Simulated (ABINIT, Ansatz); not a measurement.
# CsH (F-43m): a worked LO-TO splitting

Aim: work out the LO frequency and the static dielectric constant of CsH (F-43m) from one linear-response run, then check them.

Main program and level: ABINIT 10.8.3; DFT LDA, scalar-relativistic, plane waves, PseudoDojo norm-conserving pseudopotentials.

The structure was built from a prototype and need not be the compound's stable phase.

**1. The relaxed structure**

It takes space group F-43m (No. 216, cubic). Conventional cell: a = 6.685 Å, b = 6.685 Å, c = 6.685 Å, α = 90.00°, β = 90.00°, γ = 90.00°. Nearest to Cs lie 4 H at 2.89 Å. Nearest to H lie 4 Cs at 2.89 Å. Farther neighbours are not listed.

This is the cell after its relaxation at this level of theory, not the database cell from which that began.

**2. What the response run gave**

A linear-response run on the relaxed cell, with the response to an electric field; only its zone-centre results are used. Cutoff 31 Ha, k mesh 4×4×4 with shifts.

Numbers of over 12 decimals in the logs are rounded to 6 here.

Output:

```text
[banners, grids, parts of the stress and lines that vanish by symmetry left out]
- input  file    -> dfpt_gamma.abi
- output file    -> dfpt_gamma.abo
- root for input  files -> dfpt_gammai
[...]
DATASET    1 : space group F-4 3 m (#216); Bravais cF (face-center cubic)
[...]
nfft =      110592          nkpt =         128
[...]
DATASET    2 : space group F-4 3 m (#216); Bravais cF (face-center cubic)
[...]
nfft =      110592          nkpt =         128
[...]
DATASET    3 : space group F-4 3 m (#216); Bravais cF (face-center cubic)
[...]
mpw =        4176          nfft =      110592          nkpt =         128
[...]
== DATASET  1 ==================================================================
[...]
cutoff_energies: {ecut:  31.0, pawecutdg:  -1.0, }
[...]
-  1.00000   1.00000  180309                  znucl, zion, pspdat
[...]
Perturbation : derivative vs k along direction   1
[...]
-ETOT  1  -8.434386     -8.434E+00 1.677E-02 0.000E+00
 ETOT  2  -8.437739     -3.353E-03 2.110E-04 0.000E+00
 ETOT  3  -8.437875     -1.359E-04 1.115E-05 0.000E+00
 ETOT  4  -8.437884     -8.868E-06 7.911E-07 0.000E+00
 ETOT  5  -8.437884     -6.391E-07 6.160E-08 0.000E+00
[...]
At SCF step   17   max residual=  9.99E-21 < tolwfr=  1.00E-20 =>converged.
[...]
Perturbation : derivative vs k along direction   2
[...]
-ETOT  1  -8.434386     -8.434E+00 1.677E-02 0.000E+00
[...]
At SCF step   17   max residual=  9.99E-21 < tolwfr=  1.00E-20 =>converged.
[...]
Perturbation : derivative vs k along direction   3
[...]
-ETOT  1  -8.434386     -8.434E+00 1.677E-02 0.000E+00
[...]
At SCF step   17   max residual=  9.99E-21 < tolwfr=  1.00E-20 =>converged.
[...]
1        1       1.9453957745    0.0000000000
     1        2       0.9726978872   -0.0000000000
     1        3       0.9726978872    0.0000000000
     2        1       0.9726978872   -0.0000000000
     2        2       1.9453957745   -0.0000000000
     2        3       0.9726978873   -0.0000000000
     3        1       0.9726978872    0.0000000000
     3        2       0.9726978873   -0.0000000000
     3        3       1.9453957745   -0.0000000000
[...]
== DATASET  2 ==================================================================
[...]
cutoff_energies: {ecut:  31.0, pawecutdg:  -1.0, }
[...]
Perturbation : displacement of atom   1   along direction   1
[...]
-ETOT  1   1.263618     -7.616E+02 3.740E+00 5.022E+01
[...]
3    4   3    4         2.8713520261        -0.0000000000
  Effective charges, in cartesian coordinates,
[...]
1    1   1    4         0.9890758016         0.0000000000
   2    1   1    4        -0.0000000000         0.0000000000
   3    1   1    4        -0.0000000000         0.0000000000
   1    2   1    4        -0.9890224609         0.0000000000
   2    2   1    4        -0.0000000000         0.0000000000
[...]
Effective charges, in cartesian coordinates,
[...]
2    4   1    2         0.0000000000         0.0000000000
   3    4   1    2         0.0000000000         0.0000000000
   1    4   2    2         0.0000000000         0.0000000000
   2    4   2    2        -0.9890224576         0.0000000000
   3    4   2    2         0.0000000000         0.0000000000
   1    4   3    2        -0.0000000000         0.0000000000
   2    4   3    2        -0.0000000000         0.0000000000
   3    4   3    2        -0.9890224576         0.0000000000
  Phonon wavevector (reduced coordinates) :  0.00000  0.00000  0.00000
 Phonon energies in Hartree :
[...]
Phonon frequencies in cm-1    :
-  8.348096E-02  8.348149E-02  8.348307E-02  5.415323E+02  5.415323E+02
-  5.415323E+02
  Phonon at Gamma, with non-analyticity in the
[...]
Phonon energies in Hartree :
[...]
Phonon frequencies in cm-1    :
-  8.348096E-02  8.348149E-02  8.349968E-02  5.415323E+02  5.415323E+02
-  7.194241E+02
  Phonon at Gamma, with non-analyticity in the
[...]
Phonon energies in Hartree :
[...]
Phonon frequencies in cm-1    :
-  8.348096E-02  8.348307E-02  8.349810E-02  5.415323E+02  5.415323E+02
-  7.194241E+02
  Phonon at Gamma, with non-analyticity in the
[...]
Phonon energies in Hartree :
[...]
Phonon frequencies in cm-1    :
-  8.348149E-02  8.348307E-02  8.349757E-02  5.415323E+02  5.415323E+02
-  7.194241E+02
[...]
== DATASET  3 ==================================================================
[...]
cutoff_energies: {ecut:  31.0, pawecutdg:  -1.0, }
[...]
j1 : displacement of atom   1 along direction   1
[...]
j1 : displacement of atom   2 along direction   1
[...]
j2 : displacement of atom   1 along direction   1
[...]
j2 : displacement of atom   2 along direction   1
[...]
j2 : displacement of atom   1 along direction   1
[...]
j2 : displacement of atom   2 along direction   1
[...]
1          1        0.000000000       -0.000000000       -0.000000000
[...]
1          2       -0.000000000        0.000000000        0.020833216
[...]
1          3        0.000000000        0.020833216        0.000000000
[...]
2          1       -0.000000000        0.000000000        0.000000000
[...]
2          2        0.000000000       -0.000000000       -0.020876289
[...]
2          3       -0.000000000       -0.020876289       -0.000000000
[...]
strten2     0.0000000000E+00  0.0000000000E+00  0.0000000000E+00
           strten3     0.0000000000E+00  0.0000000000E+00  0.0000000000E+00
================================================================================
```

| quantity | value |
| --- | --- |
| cell volume Ω (Å³) | 74.703 |
| mass of Cs (u) | 132.905 |
| mass of H (u) | 1.008 |
| Born charge of Cs, raw (e) | 0.989 |
| Born charge of H, raw (e) | -0.989 |
| ε∞ | 2.871 |
| ω(TO) after the sum rule (cm⁻¹) | 541.5 |

**3. The calculation**

The charges must sum to zero over the cell; taking off their mean, 0.000 e, leaves Z* = 0.989 e on Cs. In the polar mode Cs moves against H, so the reduced mass is μ = 132.91 × 1.01 / 133.91 = 1.000 u.

A longitudinal wave builds up a field that adds to the restoring force: ω(LO)² = ω(TO)² + 4π Z*² / (μ Ω ε∞), in Hartree atomic units. With μ = 1824 electron masses and Ω = 504.12 bohr³ the second term is 4.6567e-06 Ha², or 224309 cm⁻² (1 Ha = 219474.6 cm⁻¹).

So ω(LO) = √(293255 + 224309) = 719.4 cm⁻¹, and by the Lyddane-Sachs-Teller relation ε₀ = ε∞ (ω(LO)/ω(TO))² = 5.07.

**4. Check against the program**

The analysis program adds the same non-analytic term to the full matrix.

Output:

```text
[banners, grids, parts of the stress and lines that vanish by symmetry left out]
-outvars_anaddb: echo values of input variables ----------------------

 Flags :
[...]
Dielectric Tensor and Effective Charges
[...]
Effective charge tensors after
[...]
1          1        0.000000000       -0.000000000       -0.000000000
[...]
1          2       -0.000000000        0.000000000        0.020854752
[...]
1          3        0.000000000        0.020854752        0.000000000
[...]
2          1       -0.000000000        0.000000000        0.000000000
[...]
2          2        0.000000000       -0.000000000       -0.020854752
[...]
2          3       -0.000000000       -0.020854752       -0.000000000
[...]
Phonon wavevector (reduced coordinates) :  0.00000  0.00000  0.00000
 Phonon energies in Hartree :
[...]
Phonon energies in meV     :
-  0.000000E+00  0.000000E+00  0.000000E+00  6.714144E+01  6.714144E+01
-  6.714144E+01
 Phonon frequencies in cm-1    :
-  0.000000E+00  0.000000E+00  0.000000E+00  5.415322E+02  5.415322E+02
-  5.415322E+02
 Phonon frequencies in Thz     :
-  0.000000E+00  0.000000E+00  0.000000E+00  1.623473E+01  1.623473E+01
-  1.623473E+01
 Phonon energies in Kelvin  :
-  0.000000E+00  0.000000E+00  0.000000E+00  7.791440E+02  7.791440E+02
-  7.791440E+02
[...]
-  1  0.00000000E+00  0.00000000E+00  2.02398821E-03
-     0.00000000E+00  0.00000000E+00  0.00000000E+00
-  2  0.00000000E+00  0.00000000E+00  2.02398823E-03
-     0.00000000E+00  0.00000000E+00  0.00000000E+00
[...]
-  1  0.00000000E+00 -2.02398821E-03  0.00000000E+00
-     0.00000000E+00  0.00000000E+00  0.00000000E+00
-  2  0.00000000E+00 -2.02398823E-03  0.00000000E+00
-     0.00000000E+00  0.00000000E+00  0.00000000E+00
[...]
-  1  2.02398821E-03  0.00000000E+00  0.00000000E+00
-     0.00000000E+00  0.00000000E+00  0.00000000E+00
-  2  2.02398823E-03  0.00000000E+00  0.00000000E+00
-     0.00000000E+00  0.00000000E+00  0.00000000E+00
[...]
-  1  0.00000000E+00  0.00000000E+00 -1.76260079E-04
-     0.00000000E+00  0.00000000E+00  0.00000000E+00
-  2 -9.55034606E-07 -1.35247903E-06  2.32413848E-02
-     0.00000000E+00  0.00000000E+00  0.00000000E+00
[...]
-  1  0.00000000E+00  1.76260078E-04  0.00000000E+00
-     0.00000000E+00  0.00000000E+00  0.00000000E+00
-  2 -2.12233038E-06 -2.32413847E-02 -1.35256623E-06
-     0.00000000E+00  0.00000000E+00  0.00000000E+00
[...]
-  1  1.76260079E-04  0.00000000E+00  0.00000000E+00
-     0.00000000E+00  0.00000000E+00  0.00000000E+00
-  2 -2.32413847E-02  2.12238596E-06 -9.54911096E-07
[...]
-  8.919824E+01
 Phonon frequencies in cm-1    :
-  0.000000E+00  0.000000E+00  0.000000E+00  5.415322E+02  5.415322E+02
-  7.194323E+02
 Phonon frequencies in Thz     :
-  0.000000E+00  0.000000E+00  0.000000E+00  1.623473E+01  1.623473E+01
-  2.156804E+01
 Phonon energies in Kelvin  :
-  0.000000E+00  0.000000E+00  0.000000E+00  7.791440E+02  7.791440E+02
-  1.035103E+03
[...]
-  1  0.00000000E+00  0.00000000E+00  2.02398821E-03
[...]
-  2  0.00000000E+00  0.00000000E+00  2.02398823E-03
[...]
Phonon at Gamma, with non-analyticity in the
[...]
Phonon energies in Hartree :
[...]
Phonon energies in meV     :
-  0.000000E+00  0.000000E+00  0.000000E+00  6.714144E+01  6.714144E+01
-  8.919824E+01
 Phonon frequencies in cm-1    :
-  0.000000E+00  0.000000E+00  0.000000E+00  5.415322E+02  5.415322E+02
-  7.194323E+02
 Phonon frequencies in Thz     :
-  0.000000E+00  0.000000E+00  0.000000E+00  1.623473E+01  1.623473E+01
-  2.156804E+01
 Phonon energies in Kelvin  :
-  0.000000E+00  0.000000E+00  0.000000E+00  7.791440E+02  7.791440E+02
-  1.035103E+03
[...]
Phonon at Gamma, with non-analyticity in the
[...]
Phonon energies in Hartree :
[...]
Phonon energies in meV     :
-  0.000000E+00  0.000000E+00  0.000000E+00  6.714144E+01  6.714144E+01
-  8.919824E+01
 Phonon frequencies in cm-1    :
-  0.000000E+00  0.000000E+00  0.000000E+00  5.415322E+02  5.415322E+02
-  7.194323E+02
 Phonon frequencies in Thz     :
-  0.000000E+00  0.000000E+00  0.000000E+00  1.623473E+01  1.623473E+01
-  2.156804E+01
 Phonon energies in Kelvin  :
-  0.000000E+00  0.000000E+00  0.000000E+00  7.791440E+02  7.791440E+02
-  1.035103E+03
[...]
-  1  0.00000000E+00  2.02398821E-03  0.00000000E+00
[...]
-  2  0.00000000E+00  2.02398823E-03  0.00000000E+00
[...]
-  1  2.02398821E-03  0.00000000E+00  0.00000000E+00
[...]
-  2  2.02398823E-03  0.00000000E+00  0.00000000E+00
[...]
-  1  3.07273499E-05  1.06397075E-04 -1.37124425E-04
[...]
-  2 -4.05166142E-03 -1.40293558E-02  1.80810172E-02
[...]
-  1  1.40597204E-04 -9.69092675E-05 -4.36879362E-05
[...]
-  2 -1.85389325E-02  1.27783080E-02  5.76062454E-03
[...]
-         0.000000000      -0.000000000      -0.000000000
-         0.000000000      -0.000000000      -0.000000000
[...]
-        -0.000000000      -0.008530544       0.006618988
-        -0.008530544       0.000000000       0.001911556
-         0.006618988       0.001911556      -0.000000000
[...]
-         0.000000000      -0.002717837      -0.006028749
-        -0.002717837      -0.000000000       0.008746586
-        -0.006028749       0.008746586      -0.000000000
[...]
Direction                     Dielectric constant
[...]
0.00000   0.00000   1.00000      5.06777955
   1.00000   1.00000   1.00000      5.06777955
-
```

| quantity | by hand | program |
| --- | --- | --- |
| ω(LO) (cm⁻¹) | 719.4 | 719.4 |
| ε₀ | 5.07 | 5.07 |

**5. What came out**

```
TO mode                    : 541.5 cm⁻¹
LO mode                    : 719.4 cm⁻¹
static dielectric constant : 5.068
```

**Reading.** The LO mode of CsH (F-43m) lies at 719 cm⁻¹, 178 cm⁻¹ above the TO mode; the formula meets the program within 0.1 cm⁻¹, as it must for a cubic crystal with one polar mode. ω(LO)² − ω(TO)² goes with Z*²/ε∞: an error of 5 % in ε∞ would move the LO mode by 7.5 cm⁻¹, and semilocal functionals tend to overestimate ε∞. These are harmonic values at zero temperature, at the volume of this functional, for the structure held cubic; stability elsewhere in the zone is no part of this calculation.

[Host names and launcher messages were left out of these logs when they were recorded.]

[Logs are printed without paths, hosts, clocks, repeated set-up lines and the standing remarks that a program may print on its own settings, such as how far it seeks lower states.]

[Hosts, paths, dates, database ids (printed as entryN), source tags and the programs' standing remarks are cut or masked in the printed files.]
